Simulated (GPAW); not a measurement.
Consider TiO2 (Anatase, I4_1/amd).

```cif
data_structure
_symmetry_space_group_name_H-M 'P 1'
_symmetry_Int_Tables_number 1
_cell_length_a 5.4582
_cell_length_b 5.4582
_cell_length_c 5.4582
_cell_angle_alpha 139.435
_cell_angle_beta 139.435
_cell_angle_gamma 58.713
_cell_volume 68.13
loop_
_atom_site_label
_atom_site_type_symbol
_atom_site_fract_x
_atom_site_fract_y
_atom_site_fract_z
_atom_site_occupancy
Ti1 Ti 0.75000 0.25000 0.50000 1
Ti2 Ti 0.00000 0.00000 0.00000 1
O3 O 0.79190 0.79190 0.00000 1
O4 O 0.54190 0.04190 0.50000 1
O5 O 0.95810 0.45810 0.50000 1
O6 O 0.20810 0.20810 0.00000 1
```

Absorber: atom 3, with 2 Ti at 1.93 Å and 1 Ti at 1.98 Å (distorted T-shaped, site symmetry 2mm). Method: GPAW, revPBE, full core hole (charged cell), 12-atom cell with 5.4 Å between holes, 5×5×5 k points, dipole transitions, Gaussian full width 0.9 eV up to 4 eV, rising linearly to 3.5 eV at 25 eV.

**Question.** Where do the maxima of the O K edge fall?

Main maxima up to 24 eV above the zero (height): 1.2 eV (1.99), 3.7 eV (2.16), 10.0 eV (1.07), 15.1 eV (1.88) and 22.0 eV (0.97). A K edge sees empty p states; the first features are O p mixed into the empty d states of the Ti neighbours, and the broad ones above probably into the cations' higher empty bands. Ti is d⁰ and octahedral here, so the pair, 2.5 eV apart, is its t₂g and e_g bands. The total-energy difference plus the lowest empty eigenvalue puts the zero at 538.13 eV. One term is added: -8.91 eV, since the hole is spin-paired here and a spin-polarised one costs that much less in the free atom (computed apart). The photon energy is then 529.22 eV. The functional and the charged cell's background leave an error of a few eV in such absolute values.

The O K spectrum (energy from the lowest empty level; intensity scaled to a mean of 1 over the first 20 eV; polarised curves are means over the symmetry-equivalent atoms):

| E (eV) | isotropic | ε ⊥ c | ε ∥ c |
| --- | --- | --- | --- |
| -2.0 | 0.00 | 0.00 | 0.00 |
| -1.5 | 0.00 | 0.00 | 0.00 |
| -1.0 | 0.00 | 0.00 | 0.00 |
| -0.5 | 0.00 | 0.01 | 0.00 |
| 0.0 | 0.08 | 0.10 | 0.03 |
| 0.5 | 0.62 | 0.73 | 0.39 |
| 1.0 | 1.77 | 2.03 | 1.23 |
| 1.5 | 1.77 | 2.10 | 1.10 |
| 2.0 | 0.89 | 1.15 | 0.36 |
| 2.5 | 0.55 | 0.64 | 0.37 |
| 3.0 | 1.26 | 1.04 | 1.70 |
| 3.5 | 2.12 | 1.68 | 3.00 |
| 4.0 | 2.07 | 1.63 | 2.94 |
| 4.5 | 1.61 | 1.34 | 2.14 |
| 5.0 | 0.85 | 0.83 | 0.91 |
| 5.5 | 0.25 | 0.26 | 0.22 |
| 6.0 | 0.07 | 0.06 | 0.08 |
| 6.5 | 0.09 | 0.07 | 0.12 |
| 7.0 | 0.16 | 0.15 | 0.20 |
| 7.5 | 0.27 | 0.25 | 0.30 |
| 8.0 | 0.43 | 0.43 | 0.45 |
| 8.5 | 0.65 | 0.64 | 0.65 |
| 9.0 | 0.85 | 0.83 | 0.90 |
| 9.5 | 1.01 | 0.95 | 1.14 |
| 10.0 | 1.07 | 0.97 | 1.26 |
| 10.5 | 1.03 | 0.93 | 1.21 |
| 11.0 | 0.93 | 0.87 | 1.03 |
| 11.5 | 0.83 | 0.84 | 0.82 |
| 12.0 | 0.82 | 0.88 | 0.70 |
| 12.5 | 0.90 | 1.01 | 0.69 |
| 13.0 | 1.06 | 1.23 | 0.74 |
| 13.5 | 1.28 | 1.51 | 0.82 |
| 14.0 | 1.53 | 1.79 | 0.99 |
| 14.5 | 1.75 | 2.00 | 1.26 |
| 15.0 | 1.88 | 2.03 | 1.56 |
| 15.5 | 1.84 | 1.87 | 1.77 |
| 16.0 | 1.64 | 1.56 | 1.79 |
| 16.5 | 1.35 | 1.22 | 1.62 |
| 17.0 | 1.05 | 0.91 | 1.33 |
| 17.5 | 0.81 | 0.69 | 1.04 |
| 18.0 | 0.65 | 0.57 | 0.81 |
| 18.5 | 0.58 | 0.53 | 0.67 |
| 19.0 | 0.58 | 0.55 | 0.63 |
| 19.5 | 0.63 | 0.62 | 0.66 |
| 20.0 | 0.72 | 0.70 | 0.75 |
| 20.5 | 0.81 | 0.79 | 0.85 |
| 21.0 | 0.89 | 0.86 | 0.95 |
| 21.5 | 0.95 | 0.92 | 1.01 |
| 22.0 | 0.97 | 0.94 | 1.02 |
| 22.5 | 0.95 | 0.94 | 0.98 |
| 23.0 | 0.92 | 0.92 | 0.90 |
| 23.5 | 0.87 | 0.89 | 0.82 |
| 24.0 | 0.82 | 0.85 | 0.74 |
| 24.5 | 0.77 | 0.81 | 0.68 |
| 25.0 | 0.72 | 0.75 | 0.65 |
| 25.5 | 0.67 | 0.69 | 0.63 |
| 26.0 | 0.63 | 0.64 | 0.62 |
| 26.5 | 0.60 | 0.59 | 0.62 |
| 27.0 | 0.58 | 0.56 | 0.62 |
| 27.5 | 0.58 | 0.56 | 0.63 |
| 28.0 | 0.60 | 0.57 | 0.66 |
| 28.5 | 0.63 | 0.60 | 0.70 |
| 29.0 | 0.67 | 0.63 | 0.76 |
| 29.5 | 0.72 | 0.66 | 0.83 |
| 30.0 | 0.76 | 0.69 | 0.91 |
| 30.5 | 0.81 | 0.72 | 0.99 |
| 31.0 | 0.86 | 0.75 | 1.08 |
| 31.5 | 0.91 | 0.78 | 1.16 |
| 32.0 | 0.96 | 0.83 | 1.23 |

The holes are only 5.4 Å apart, so the shape is probably not converged with cell size; no larger cell was run here. The mesh is coarse (0.27 Å⁻¹ between points), so small maxima may be mesh ripples. The structure is a published determination, not relaxed.

[Banner, clock and machine lines of the logs are left out without a mark of their own.]

[Logs are printed without paths, hosts, clocks, repeated set-up lines and the standing remarks that a program may print on its own settings, such as how far it seeks lower states.]

[Hosts, paths, dates, database ids (printed as entryN), source tags and the programs' standing remarks are cut or masked in the printed files.]

[Lists of maxima count a maximum above −3 eV only where it reaches 4 % of the highest in the window and stands out from its surroundings by 2 % of it (1.5 % where it reaches 55 %); shoulders and weaker maxima are passed over, and of the rest the first, up to two pre-edge ones and the few strongest are named.]
